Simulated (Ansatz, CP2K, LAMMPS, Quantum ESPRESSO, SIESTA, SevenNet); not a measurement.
# Amorphous 50HfO2-50SiO2 (mol %) (84 atoms): relaxed, then solved by several programs

Aim: relax amorphous 50HfO2-50SiO2 (mol %) (84 atoms), then compare forces, pressure and levels from several programs at that geometry.

These are calculated values.

### 1. The structure

The cell holds 84 atoms (14 Hf, 14 Si and 56 O), with edges of 10.66, 10.66 and 10.66 Å. Recipe: 84 atoms (14 Zr, 14 Si, 56 O) placed at random at 3.52 g/cm³, melted at 5000 K for 10 ps at fixed volume with the Morse and Coulomb pair potential with partial charges (Pedone, Malavasi, Menziani, Cormack and Segre, J. Phys. Chem. B 110, 11780 (2006)). Quenched from 5000 K to 300 K at 50 K/ps and fixed volume, held 5 ps, then minimised at fixed cell. Then Zr was replaced by Hf (the potential has no terms for the new elements, so the cell is a start for a DFT relaxation). Then the atoms were relaxed with SevenNet 0 in the fixed cell. Then the atoms were relaxed with CP2K double zeta, PBE.

### 2. The relaxation

CP2K double zeta (DZVP-MOLOPT-SR, GTH-PBE potentials, 480 Ry; k-points Γ) took 22 geometry steps and reached its thresholds. It started from the geometry that SevenNet 0 had relaxed.

Wall time 8.8 min (8 threads of Arm Neoverse V2, shared host); peak memory 1.8 GiB; 50 min of CPU time.

```
                                before          after
      energy (meV/atom)              0           -3.3
Hf-O bonds under 2.82 Å  79 at 2.135 Å  78 at 2.121 Å
Si-O bonds under 2.12 Å  56 at 1.653 Å  56 at 1.659 Å
```

Atoms moved by 0.03 Å r.m.s. and 0.10 Å at most, with the common shift taken off.

### 3. Local order after relaxation

Density 5.20 g/cm³, 14.41 Å³ an atom.

Pair distribution functions g(r), in bins of 0.2 Å:

```
r (Å)  total   O-O  O-Hf   O-Si  Hf-Hf  Hf-Si  Si-Si
 1.50   0.06  0.00  0.00   0.25   0.00   0.00   0.00
 1.70   2.73  0.00  0.00  12.29   0.00   0.00   0.00
 1.90   0.72  0.00  3.24   0.00   0.00   0.00   0.00
 2.10   1.25  0.00  5.64   0.00   0.00   0.00   0.00
 2.30   0.34  0.00  1.55   0.00   0.00   0.00   0.00
 2.50   0.49  1.00  0.10   0.09   0.00   0.00   0.00
 2.70   1.52  3.31  0.26   0.00   0.00   0.00   0.00
 2.90   0.99  2.01  0.22   0.07   0.00   0.30   0.56
 3.10   0.74  1.12  0.25   0.13   1.00   1.01   2.54
 3.30   0.95  1.14  0.39   0.61   1.82   2.48   1.42
 3.50   0.92  0.70  0.35   1.01   1.25   4.78   0.42
 3.70   0.96  0.65  0.62   1.66   1.80   1.81   0.35
 3.90   1.07  0.71  1.45   1.54   2.26   0.16   0.66
 4.10   1.07  0.86  1.13   1.60   1.46   0.00   1.45
 4.30   1.11  0.67  1.52   1.76   1.06   0.13   1.87
 4.50   1.02  0.71  1.62   1.27   0.25   0.61   0.71
 4.70   1.12  1.05  1.50   0.78   0.67   1.00   2.44
 4.90   0.93  0.98  1.15   0.61   0.61   1.03   0.81
 5.10   0.99  1.33  0.73   0.68   0.18   0.75   1.50
```

Bonds by pair of elements; cutoffs follow the first minimum of g(r), held within bounds set by covalent radii, and pairs that aren't listed don't count as bonded:

```
pair A-B  cutoff (Å)  bonds  mean length (Å)  spread (Å)  shortest (Å)  B about A  A about B
    O-Hf        2.82     78             2.12       0.185          1.92       1.39       5.57
    O-Si        2.12     56             1.66       0.038          1.59          1          4
```

How many atoms have how many bonded neighbours:

```
element  mean   2   3   4  5  6  7
     Hf  5.57   0   0   1  5  7  1
      O  2.39  34  22   0  0  0  0
     Si     4   0   0  14  0  0  0
```

Bond angles, per cent of each kind in bins of 5°:

```
angle (°)  O-Hf-O  O-Si-O  Hf-O-Si  Hf-O-Hf
    60–65     1.7     0.0      0.0      0.0
    65–70     5.5     0.0      0.0      0.0
    70–75     5.5     0.0      0.0      0.0
    75–80     6.6     0.0      0.0      0.0
    80–85     9.3     0.0      1.9      2.6
    85–90     9.9     0.0      0.0     10.5
    90–95    10.4     1.2      3.8     15.8
   95–100     7.1     8.3      1.9      7.9
  100–105     8.2    17.9      1.9     10.5
  105–110     5.5    31.0      7.5      5.3
  110–115     2.8    20.2      7.5      2.6
  115–120     1.7    10.7      7.5      5.3
  120–125     3.9     8.3      5.7      5.3
  125–130     2.2     2.4      1.9      2.6
  130–135     1.7     0.0      5.7      7.9
  135–140     2.2     0.0     11.3      5.3
  140–145     1.7     0.0     11.3      2.6
  145–150     2.2     0.0     11.3      2.6
  150–155     5.5     0.0      7.5      7.9
  155–160     1.7     0.0      5.7      2.6
  160–165     1.1     0.0      3.8      2.6
  165–170     2.2     0.0      3.8      0.0
  170–175     0.5     0.0      0.0      0.0
  175–180     1.1     0.0      0.0      0.0
```

Bond angles (no mean is given where the spread exceeds 20°):

```
  angle  count  mean (°)  spread (°)
 O-Hf-O    182         -           -
 O-Si-O     84       109         7.4
Hf-O-Si     53         -           -
Hf-O-Hf     38         -           -
Si-O-Si      9       144         9.3
```

Oxygen atoms by the number of network formers (Si, P, Ge, B, Al, As, Ga) bound to them:

```
network formers bound to O  O atoms  per cent
                         0        9      16.1
                         1       38      67.9
                         2        9      16.1
```

Network units: each former by its oxygen neighbours and how many of them bridge to another former:

```
former  O neighbours  bridging O  atoms
    Si             4           0      6
    Si             4           1      2
    Si             4           2      3
    Si             4           3      2
    Si             4           4      1
```

Bond length by coordination (bonds to H left out):

```
element  coordination  atoms  mean bond length (Å)
     Hf             4      1                  1.98
     Hf             5      5                  2.07
     Hf             6      7                  2.15
     Hf             7      1                  2.22
      O             2     34                  1.78
      O             3     22                  2.08
```

For some of the pairs, g(r) has its first main peak near 2.7 Å (O-O), 2.0 Å (O-Hf), 1.7 Å (O-Si), 3.5 Å (Hf-Si) and 3.1 Å (Si-Si). With the cutoffs above, 50 % of Hf atoms have 6, 61 % of O atoms have 2 and all Si atoms have 4 bonded neighbours. Counting bonds to Si alone, not to Hf, 16 % of the oxygens join two of these atoms and 68 % one; 16 % join none. The commonest Si unit has 4 oxygens, 0 of them shared with other formers (6 of 14 atoms).

### 4. The plane-wave reference

Quantum ESPRESSO 7.5: Kohn-Sham DFT, PBE, SSSP efficiency 1.3.0 pseudopotentials, plane waves. Its input for the relaxed cell:

```
&control
  calculation = 'scf'
  pseudo_dir = './pseudo'
  outdir = './tmp'
  disk_io = 'none'
  tprnfor = .true.
  tstress = .true.
/
&system
  ibrav = 0
  nat = 84
  ntyp = 3
  ecutwfc = 60
  ecutrho = 480
  nosym = .true.
  occupations = 'smearing'
  smearing = 'fd'
  degauss = 0.003675
/
&electrons
  conv_thr = 4.2e-07
  electron_maxstep = 100
  mixing_beta = 0.4
  mixing_mode = 'plain'
  diagonalization = 'david'
/
ATOMIC_SPECIES
Hf 178.490 Hf.upf
Si 28.085 Si.upf
O 15.999 O.upf
CELL_PARAMETERS angstrom
10.65770 0.00000 0.00000
0.00000 10.65770 0.00000
0.00000 0.00000 10.65770
ATOMIC_POSITIONS crystal
Hf 0.36895 0.61207 0.07593
Hf 0.80852 0.72409 0.40796
Hf 0.01152 0.67632 0.14098
[... 79 atom lines left out ...]
O 0.73626 0.80657 0.25592
O 0.20747 0.89464 0.33347
K_POINTS gamma
```

Elapsed: 1.7 min, on 8 MPI ranks of Arm Neoverse V2, shared host; peak memory 4.3 GiB.

### 5. Side by side

CPU times are from a shared host and are rough.

| level | basis or training data | k-points | own r.m.s. force (meV/Å) | difference from the reference (meV/Å) | pressure (GPa) | Kohn-Sham gap (eV) | CPU time | memory (GiB) |
| --- | --- | --- | --- | --- | --- | --- | --- | --- |
| QE, PBE | plane waves, SSSP efficiency, 60/480 Ry | Γ | 160 | - | -3.24 | 3.77 | 13 min | 4.3 |
| CP2K triple zeta, PBE | TZV2P-UZH, GTH-PBE potentials, 600 Ry | Γ | 137 | 112 | -5.44 | 3.78 | 12 min | 6.2 |
| SIESTA DZP, PBE | DZP orbitals, shift 0.01 Ry, mesh 400 Ry | Γ | 202 | 193 | -1.36 | 3.61 | 4.9 min | 2.4 |
| SevenNet 0 | trained on PBE(+U) plane-wave data | - | 179 | 77 | -3.31 | - | 7.1 s | 0.91 |

The gap is the spacing of the highest filled and lowest empty Kohn-Sham level on the mesh; a dash marks partly filled levels, a spacing under 0.15 eV or a method without such levels.

### 6. Outcome

Relaxation in the fixed cell lowers the energy by 3 meV/atom at its own level and moves atoms by up to 0.10 Å. By the cutoffs of the final cell 0 bonds formed and 1 was lost, leaving 134. The reference finds an r.m.s. force of 160 meV/Å there and a pressure of -3.24 GPa, at a geometry that CP2K double zeta made.

Forces differ from the reference's by 77 meV/Å (SevenNet 0), 112 meV/Å (CP2K triple zeta, PBE) and 193 meV/Å (SIESTA DZP, PBE). CP2K double zeta is at its own minimum here, so the reference's force is itself a measure of how the two differ. Pressures lie -0.1 GPa (SevenNet 0), -2.2 GPa (CP2K triple zeta, PBE) and +1.9 GPa (SIESTA DZP, PBE) from the reference's. The highest filled and lowest empty levels lie 3.77 eV apart in the reference, against 3.78 eV in CP2K triple zeta, PBE and 3.61 eV in SIESTA DZP, PBE. With the cutoffs above, 50 % of Hf atoms have 6, 61 % of O atoms have 2 and all Si atoms have 4 bonded neighbours.

**Limits.** The density was set by the recipe and held. One sample of a disordered cell; defect or tail levels can set the gap. Gaps are read on the mesh, which holds the band edges only if they fold onto it, and semilocal functionals tend to put them under measured ones. The quench rate of 50 K/ps is many orders above laboratory rates, so the cell is likely richer in defects and strain than a real sample. The reference samples only Γ, in a cell whose shortest periodic width is 11 Å. Spin–orbit coupling is left out, which matters for the levels of the heavy elements. The plane-wave runs aren't exact: their cutoffs and mesh weren't converged further here. SIESTA's automatically made basis is far from complete, and its potentials were converted by us (checked for H, C, O, Si, Ge and Ca alone). Where levels are smeared, the DFT runs use Fermi–Dirac occupations at 580 K (0.05 eV), and energies are free energies.

[Logs are printed without paths, hosts, clocks, repeated set-up lines and the standing remarks that a program may print on its own settings, such as how far it seeks lower states.]

[Hosts, paths, dates, database ids (printed as entryN), source tags and the programs' standing remarks are cut or masked in the printed files.]
